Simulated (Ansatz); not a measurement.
**Quasiparticle gap of BaSrTi2O6 (perovskite [001] superlattice)**

Wanted: the gap of BaSrTi2O6 (perovskite [001] superlattice) with a many-body correction, and the time that it takes.

Program: Ansatz 0.2.0. Level of theory: PBEsol, then G0W0 on it, plane waves, PAW. Results are calculated unless marked as measured.

### Step 1. The structure

The cell holds 20 atoms: 2 Sr, 12 O, 4 Ti and 2 Ba. Its edges and angles: a = 3.952 Å, b = 3.952 Å, c = 15.812 Å, α = 90.0°, β = 90.0°, γ = 90.0°. It derives from SrTiO3. Regions: SrTiO3, 10 atoms (2 Sr, 6 O and 2 Ti); BaTiO3, 10 atoms (2 Ba, 6 O and 2 Ti). The structure's axis is c.

The start is a generated structure, not a measured one. Spin-orbit coupling is left out unless a step names it.

The logs state that the PAW files were generated under PBE.

### Step 2. Relaxing the structure

The structure is relaxed first.

This step: DFT, PBEsol, plane waves, PAW; PAW set soft_1.

File input.yaml:

```yaml
crystal:
  lattice:
    - [3.9525, 0.0, 0.0]
    - [0.0, 3.9525, 0.0]
    - [0.0, 0.0, 15.812283365]
  atoms:
    - { symbol: Sr, position: [0.0, 0.0, 0.0640019969] }
    - { symbol: O, position: [0.5, 0.5, 0.0640019969] }
    - { symbol: Ti, position: [0.5, 0.5, 0.1859980031] }
    - { symbol: O, position: [0.5, 0.0, 0.1859980031] }
    - { symbol: O, position: [0.0, 0.5, 0.1859980031] }
    - { symbol: Sr, position: [0.0, 0.0, 0.3079940094] }
    - { symbol: O, position: [0.5, 0.5, 0.3079940094] }
    - { symbol: Ti, position: [0.5, 0.5, 0.4299900157] }
    - { symbol: O, position: [0.5, 0.0, 0.4299900157] }
    - { symbol: O, position: [0.0, 0.5, 0.4299900157] }
    - { symbol: Ba, position: [0.0, 0.0, 0.551986022] }
    - { symbol: O, position: [0.5, 0.5, 0.551986022] }
    - { symbol: Ti, position: [0.5, 0.5, 0.6799900157] }
    - { symbol: O, position: [0.5, 0.0, 0.6799900157] }
    - { symbol: O, position: [0.0, 0.5, 0.6799900157] }
    - { symbol: Ba, position: [0.0, 0.0, 0.8079940094] }
    - { symbol: O, position: [0.5, 0.5, 0.8079940094] }
    - { symbol: Ti, position: [0.5, 0.5, 0.9359980031] }
    - { symbol: O, position: [0.5, 0.0, 0.9359980031] }
    - { symbol: O, position: [0.0, 0.5, 0.9359980031] }
kpoints:
  mp_grid: { grid: [6, 6, 2] }
hamiltonian:
  xc: pbesol
  pseudopotentials: { kind: paw, azcp: { folder: soft_1 }, xc_functional: pbe }
scf:
  occupations: { method: fermi_dirac, width: 0.02 }
relax:
  f_tol: 0.015
  max_steps: 100
  cell: {}
output:
  write_density: true
  write_potential: true
  elf: true
  volumetric_format: npy
```

The run is started by

```bash
$ ansatz run input.yaml --threads 3 --pin off --max-ram 92160MiB --backend cuda --events-out ev --progress --plain --runs-dir out --devices 1 --max-vram 13GiB
```

Numbers of over 12 decimals in the logs are rounded to 6 here.

The log of the run:

```text
GPUs: using 1 of 1 available (devices: 1).
Engine: ansatz 0.2.0, x86_64-unknown-linux-gnu
Pseudopotentials: kind: paw
Pseudopotential: Sr, paw, valence charge 10, recommended cutoff 420 eV (normal), soft_1/Sr.paw.azcp
Pseudopotential: O, paw, valence charge 6, recommended cutoff 420 eV (normal), soft_1/O.paw.azcp
Pseudopotential: Ti, paw, valence charge 12, recommended cutoff 420 eV (normal), soft_1/Ti.paw.azcp
Pseudopotential: Ba, paw, valence charge 10, recommended cutoff 420 eV (normal), soft_1/Ba.paw.azcp
Functional definition: PBEsol
  exchange = pbesol_x
  correlation = pbesol_c
device memory: the entry about to start is reckoned to put 4.8 GiB on a device that reports 40.1 GiB free (of which the cap on the GPU budget leaves the run 13.0 GiB)
GPU FFT provider: cuFFT
GPU libraries: cuBLAS 13.8.2, cuFFT 12.4.0, cuSOLVER 12.3.4
Crystal: 20 atoms, lattice volume = 247.024 Å³
Basis set: ecut = 420 eV, 4877 PW (Γ), exchange–correlation on 54×54×216 points (8 copies of the dense FFT grid, shifted against one another)
Bands: 100, of which v1, the nominal top of the filled ones, is band 80 counted from 1 (79 counted from 0)
Symmetry: 8 space group operations
Space group: P4mm (ITA 99), of the structure as read, at distance tolerance 6.3e-5 Å
k-points: 20 of 72
Non-local potential: Sr, projectors of the file, l = 0: 3, l = 1: 2, l = 2: 2
Non-local potential: O, projectors of the file, l = 0: 2, l = 1: 2, l = 2: 1
Non-local potential: Ti, projectors of the file, l = 0: 3, l = 1: 2, l = 2: 3, l = 3: 1
Non-local potential: Ba, projectors of the file, l = 0: 3, l = 1: 2, l = 2: 2, l = 3: 2
PAW form: soft (Blöchl's): semilocal exchange-correlation on the pseudo side does not see the compensation charge
PAW frozen core: Sr, regenerated for the run's functional, and the local potential with it (the file was generated under x = pbe(κ = 0.804, μ = 0.219515), c = pbe(β = 0.066725))
PAW frozen core: O, regenerated for the run's functional, and the local potential with it (the file was generated under x = pbe(κ = 0.804, μ = 0.219515), c = pbe(β = 0.066725))
PAW frozen core: Ti, regenerated for the run's functional, and the local potential with it (the file was generated under x = pbe(κ = 0.804, μ = 0.219515), c = pbe(β = 0.066725))
PAW frozen core: Ba, regenerated for the run's functional, and the local potential with it (the file was generated under x = pbe(κ = 0.804, μ = 0.219515), c = pbe(β = 0.066725))
PAW one-centre angular grid: Sr, 110 points (default); XC on 64 Gauss nodes
PAW one-centre angular grid: O, 110 points (default); XC on 64 Gauss nodes
PAW one-centre angular grid: Ti, 590 points (default); XC on 64 Gauss nodes
PAW one-centre angular grid: Ba, 194 points (default); XC on 64 Gauss nodes
Initial density: superposition of atomic densities (chi_scale 0.1, normalization cell, long waves kept (reshape's long-wave potential 0.57 eV rms))
Initial wavefunctions: pseudopotential atomic-orbital guess
GPU buffer pool allocated for 78732 grid points (all kernels)
GPU transforms: local potential and band sums: pruned to the plane-wave sphere, on 27×27×108
Functional: x = pbesol(κ = 0.804, μ = 0.123457), c = pbesol(β = 0.046)
SCF iter   1: F=—  HF=-35371.584243 eV  |F-HF|=—  |Δ(HF+E_count)|=         —  Δρ=5.57e-2  dr2=1.11e1  ethr=3.10e-3  ⟨swp⟩=6.8  Hψ=8132  notcnv=0  defer=79
preconditioner: auto → Resta (q_TF=auto, 2.538 Å⁻¹)  ε∞=5.7  [insulator: Δε(μ)=0.068 eV  Ē_g=11.931 eV  σ=0.020 eV  W_gap=0.69  n_scr=68 (ndim 8)  ℏωp=25.9 eV  f_vac=0.000  D(μ)=0.73/eV (n_scr^D=2)  ε∞_Penn≈5.7]
SCF iter   2: F=—  HF=-35370.126555 eV  |F-HF|=—  |Δ(HF+E_count)|=    1.46e0  Δρ=2.65e-2  dr2=3.35e0  ethr=3.10e-3  ⟨swp⟩=3.0  Hψ=3229  notcnv=0  defer=248
SCF iter   3: F=—  HF=-35369.653402 eV  |F-HF|=—  |Δ(HF+E_count)|=   4.73e-1  Δρ=8.09e-3  dr2=3.21e-1  ethr=2.09e-3  ⟨swp⟩=3.2  Hψ=2989  notcnv=0  defer=248
SCF iter   4: F=—  HF=-35369.611047 eV  |F-HF|=—  |Δ(HF+E_count)|=   4.24e-2  Δρ=2.69e-3  dr2=3.06e-2  ethr=2.00e-4  ⟨swp⟩=3.4  Hψ=3354  notcnv=0  defer=256
SCF iter   5: F=—  HF=-35369.610337 eV  |F-HF|=—  |Δ(HF+E_count)|=   7.10e-4  Δρ=5.96e-4  dr2=1.33e-3  ethr=1.91e-5  ⟨swp⟩=4.9  Hψ=2875  notcnv=0  defer=256
SCF iter   6: F=—  HF=-35369.609750 eV  |F-HF|=—  |Δ(HF+E_count)|=   5.87e-4  Δρ=2.78e-4  dr2=1.78e-4  ethr=8.32e-7  ⟨swp⟩=3.1  Hψ=2980  notcnv=0  defer=263
SCF iter   7: F=—  HF=-35369.609750 eV  |F-HF|=—  |Δ(HF+E_count)|=   3.67e-7  Δρ=6.21e-5  dr2=1.83e-5  ethr=1.11e-7  ⟨swp⟩=2.1  Hψ=3016  notcnv=0  defer=262
SCF iter   8: F=—  HF=-35369.609853 eV  |F-HF|=—  |Δ(HF+E_count)|=   1.04e-4  Δρ=2.03e-5  dr2=8.30e-7  ethr=1.14e-8  ⟨swp⟩=2.0  Hψ=3523  notcnv=0  defer=262
SCF iter   9: F=-35369.609854 eV  HF=-35369.609854 eV  |F-HF|=1.48e-8  |Δ(HF+E_count)|=   2.73e-8  Δρ=4.54e-6  dr2=4.92e-8  ethr=6.25e-11  ⟨swp⟩=10.2  Hψ=14878  notcnv=0
SCF 1 converged in 9 iterations: F = -35369.609854 eV  dr2 = 4.92e-8
  greatest PAW one-centre occupation: 0.998 electrons in one spin orbital (limit 2), on the Ti atom at site 17 (counted from 0), in its partial waves of l = 0
[...]
relax step  33: F+E_penalty+E_count = -35369.78311087 eV  Δ(F+E_penalty+E_count) = -4.565e-5 eV  max|allowed force component| = 6.282e-3 eV/Å  Δτ_max = 0.0035 Å  P = +0.001 GPa  Ω = 244.493 Å³  energy of the carried Pulay correction = -3.480e-3 eV  (6 SCF iters, dr2 threshold 3.13e-8 eV, accepted)
relax step  34: F+E_penalty+E_count = -35369.78691411 eV  Δ(F+E_penalty+E_count) = -3.803e-3 eV  max|allowed force component| = 5.720e-3 eV/Å  Δτ_max = 0.0000 Å  P = +0.016 GPa  Ω = 244.493 Å³  stress off target by 5.03e-2 GPa  SCF on the basis re-selected at this cell (its energy is not comparable with the rows above)  (6 SCF iters)
relax step  35: F+E_penalty+E_count = -35369.78673885 eV  Δ(F+E_penalty+E_count) = +1.753e-4 eV  max|allowed force component| = 5.603e-3 eV/Å  Δτ_max = 0.0022 Å  P = -0.010 GPa  Ω = 244.571 Å³  energy of the carried Pulay correction = -1.985e-4 eV  (6 SCF iters, dr2 threshold 6.33e-9 eV, accepted)
relax step  36: F+E_penalty+E_count = -35369.78698363 eV  Δ(F+E_penalty+E_count) = -2.448e-4 eV  max|allowed force component| = 5.613e-3 eV/Å  Δτ_max = 0.0000 Å  P = -0.010 GPa  Ω = 244.571 Å³  stress off target by 1.19e-2 GPa  SCF on the basis re-selected at this cell (its energy is not comparable with the rows above)  (7 SCF iters)
basis re-selected at this cell: Δ(F+E_penalty+E_count) = -2.448e-4 eV, ΔP = +0.000 GPa vs the last step (what re-selecting the basis moved, of the pressure what is left beyond the Pulay correction that the steps carried, after the strain that the cell walked since its last selection, with what the two solves' SCF thresholds leave and, on support functions, any second-order correction that the steps lacked; it is no m [...]
SCF converged after 7 iterations
Free energy (F): -35369.786984 eV
Harris-Foulkes:  -35369.786984 eV  (|F-HF|=7.28e-12)
Internal energy: -35369.786984 eV  (E = F + TS)
E sigma→0 (E₀):  -35369.786984 eV
Fermi energy:    11.128545 eV
--- Per-component energies (eV) ---
  E_band       = -680.509360
  E_kinetic    = 3931.945970
  E_local      = -9283.809860  (includes V_loc(G=0)·N_el)
  E_nonlocal   = 1523.363637
  E_hartree    = 3385.868136
  E_xc         = -2064.775823
  E_vxc        = -2255.586729  (∫ρ·V_xc dr)
  E_paw        = -21441.881904  (= ΣΔE_a)
  E_vpaw       = -1368.167208  (= ΣTr[D̂ρ^β])
  E_aug_tail   = 0.008790  (compensation charges beyond the density's cutoff)
  E_ewald      = -11422.058492
  E_core_change = 1.552564  (= ΣΔE_core)
  E_smearing   = -0.000000  (= −TS)
  E_closure    = 0.000000  (closes the sum)
  Σ components = -35369.786984   (vs F -35369.786984, Δ=0.00e0)
--- Forces (eV/Å), atoms counted from 1 ---
  atom   1  Sr    -0.00000000     0.00000000     0.00044823
  atom   2  O     -0.00000000     0.00000000     0.00301458
  atom   3  Ti     0.00000000    -0.00000000    -0.00105858
  atom   4  O      0.00000000     0.00000000     0.00070764
  atom   5  O     -0.00000000    -0.00000000     0.00070764
  atom   6  Sr     0.00000000    -0.00000000    -0.00155282
  atom   7  O      0.00000000    -0.00000000    -0.00107075
  atom   8  Ti     0.00000000    -0.00000000    -0.00323660
  atom   9  O      0.00000000     0.00000000     0.00124676
  atom  10  O     -0.00000000    -0.00000000     0.00124676
  atom  11  Ba     0.00000000    -0.00000000    -0.00114468
  atom  12  O      0.00000000    -0.00000000    -0.00073037
  atom  13  Ti    -0.00000000     0.00000000     0.00013435
  atom  14  O      0.00000000     0.00000000     0.00019834
  atom  15  O     -0.00000000    -0.00000000     0.00019834
  atom  16  Ba    -0.00000000     0.00000000     0.00265953
  atom  17  O      0.00000000    -0.00000000    -0.00561347
  atom  18  Ti    -0.00000000     0.00000000     0.00525104
  atom  19  O      0.00000000     0.00000000    -0.00070337
  atom  20  O     -0.00000000    -0.00000000    -0.00070337
  max |Σ_I F_I| component: 8.10e-7 eV/Å
--- Stress (GPa, compression-positive) ---
       -0.011870       0.000000      -0.000000
        0.000000      -0.011870       0.000000
       -0.000000       0.000000      -0.004969
  P = ⅓ Tr σ = -0.0096 GPa (-0.096 kbar)
--- Band table (eV; the first three rows and the last of 20) ---
  k-point 0: bands = [... 76 lower, 9.6288, 9.7581, 9.8026, 9.8026, 12.0496, 12.1173, 12.1306, 12.2249, ... 16 higher]
  k-point 1: bands = [... 76 lower, 9.7087, 9.7087, 9.7799, 9.7799, 12.0604, 12.0849, 12.1579, 12.2193, ... 16 higher]
  k-point 2: bands = [... 76 lower, 9.3794, 9.4245, 9.5700, 9.6951, 12.3380, 12.6152, 12.6506, 12.6631, ... 16 higher]
  k-point 19: bands = [... 76 lower, 10.1298, 10.1391, 10.1664, 10.2008, 14.0650, 14.0650, 14.0945, 14.0945, ... 16 higher]
--- Relaxed structure (33 steps of the walk, 31 accepted, 3 SCFs on fresh bases) ---
  F+E_penalty+E_count = -35369.78698363 eV   max|allowed force component| = 5.613e-3 eV/Å   (the final SCF, on the basis selected at the relaxed cell)
  cell:  # Å, volume = 244.5706 Å³
    - [3.923018, 0, 0]
    - [0, 3.923018, 0.0]
    - [0, 0.0, 15.891451]
  atoms:
    - { symbol: Sr, position: [0, 0, 0.056563] }
    - { symbol: O, position: [0.500000, 0.500000, 0.062364] }
    - { symbol: Ti, position: [0.500000, 0.500000, 0.178390] }
    - { symbol: O, position: [0.500000, 0, 0.185580] }
    - { symbol: O, position: [0, 0.500000, 0.185580] }
    - { symbol: Sr, position: [0, 0.0, 0.301813] }
    - { symbol: O, position: [0.500000, 0.500000, 0.307680] }
    - { symbol: Ti, position: [0.500000, 0.500000, 0.422981] }
    - { symbol: O, position: [0.500000, 0, 0.428880] }
    - { symbol: O, position: [0, 0.500000, 0.428880] }
    - { symbol: Ba, position: [0, 0, 0.553458] }
    - { symbol: O, position: [0.500000, 0.500000, 0.560056] }
    - { symbol: Ti, position: [0.500000, 0.500000, 0.677667] }
    - { symbol: O, position: [0.500000, 0, 0.685061] }
    - { symbol: O, position: [0, 0.500000, 0.685061] }
    - { symbol: Ba, position: [0, 0.0, 0.808566] }
    - { symbol: O, position: [0.500000, 0.500000, 0.814768] }
    - { symbol: Ti, position: [0.500000, 0.500000, 0.933121] }
    - { symbol: O, position: [0.500000, 0, 0.941705] }
    - { symbol: O, position: [0, 0.500000, 0.941705] }
```

Elapsed: 1.8 min, on 1 × NVIDIA H100 80GB HBM3 (shared by 6 runs) with 3 threads of AMD EPYC 7R13 (Zen 3), shared host; peak memory 1 GiB; 3.9 min of CPU time.

Step by step (22 of 36):

```
step  energy less that of the first step (eV)  largest force component (eV/Å)  pressure (GPa)  volume (Å³)
   1                                   0.0000                          1.0222           -2.59       247.02
   3                                  -0.1596                          0.0978            0.13       242.95
   4                                  -0.1597                          0.0687            0.04       243.08
   6                                  -0.1606                          0.0025            0.00       243.13
  8*                                  -0.1521                          0.0004           -0.06       243.13
   9                                  -0.1524                          0.0015            0.03       243.01
  11                                  -0.1523                          0.0003            0.00       243.05
  13                                  -0.1523                          0.0001            0.00       243.05
  14                                  -0.1523                          0.0001            0.00       243.05
  16                                  -0.1523                          0.0007            0.00       243.05
  18                                  -0.1523                          0.0016            0.00       243.05
  19                                  -0.1523                          0.0025            0.00       243.05
  21                                  -0.1523                          0.0056            0.00       243.05
  23                                  -0.1523                          0.0129            0.00       243.05
  24                                  -0.1523                          0.0194            0.00       243.05
  26                                  -0.1540                          0.1218           -0.03       243.22
  28                                   1.1023                          6.2496            7.11       244.51
  29                                  -0.0547                          1.2119            0.38       243.45
  31                                  -0.1722                          0.0756            0.02       244.50
  33                                  -0.1733                          0.0063            0.00       244.49
 34*                                  -0.1771                          0.0057            0.02       244.49
 36*                                  -0.1771                          0.0056           -0.01       244.57
```

Relaxation steps marked * repeat the geometry before them on a plane-wave basis chosen anew for their cell, so energy and pressure can jump there. Other such steps can lie between the rows shown. Relaxation steps 28, 29 were tried and not accepted.

The run keeps the 8 symmetry operations that it works with, so distortions that break them were not tested.

```
     cell as run  before   after  change
           a (Å)   3.952   3.923  -0.7 %
           b (Å)   3.952   3.923  -0.7 %
           c (Å)  15.812  15.891  +0.5 %
volume (Å³/atom)   12.35   12.23  -1.0 %
```

The atoms that moved most (Å, as changes of fractional coordinates times the final cell):

```
atom     dx     dy      dz  length
 O12  0.000  0.000   0.128   0.128
 Ti3  0.000  0.000  -0.121   0.121
 Sr1  0.000  0.000  -0.118   0.118
 Ti8  0.000  0.000  -0.111   0.111
 O17  0.000  0.000   0.108   0.108
 Sr6  0.000  0.000  -0.098   0.098
 O19  0.000  0.000   0.091   0.091
 O20  0.000  0.000   0.091   0.091
```

The program's warnings for this run: band table not solved further.

[end of part 1 of 4]

[Paths, hosts, dates, memory and timing lines, banners, echoed tables and standing remarks are left out of the program output.]

[Logs are printed without paths, hosts, clocks, repeated set-up lines and the standing remarks that a program may print on its own settings, such as how far it seeks lower states.]

[Runs of the session that timed out or met a known fault of the program may be left out.]

[Cells called generated may have been cut or substituted from an entry of the Crystallography Open Database or the Materials Project.]

[Hosts, paths, dates, database ids (printed as entryN), source tags and the programs' standing remarks are cut or masked in the printed files.]

[Where an RPA ε∞ is given, it is that of the G0W0 mesh and is not shown converged in it. Names of k-points follow the symmetry that the program found, which can be lower than the space group named. Band edges on a path are those of the sampled points; other points can move an edge, and change direct to indirect where valleys lie close.]

[Hybrid gaps are those of their k-mesh and are not shown converged in it.]
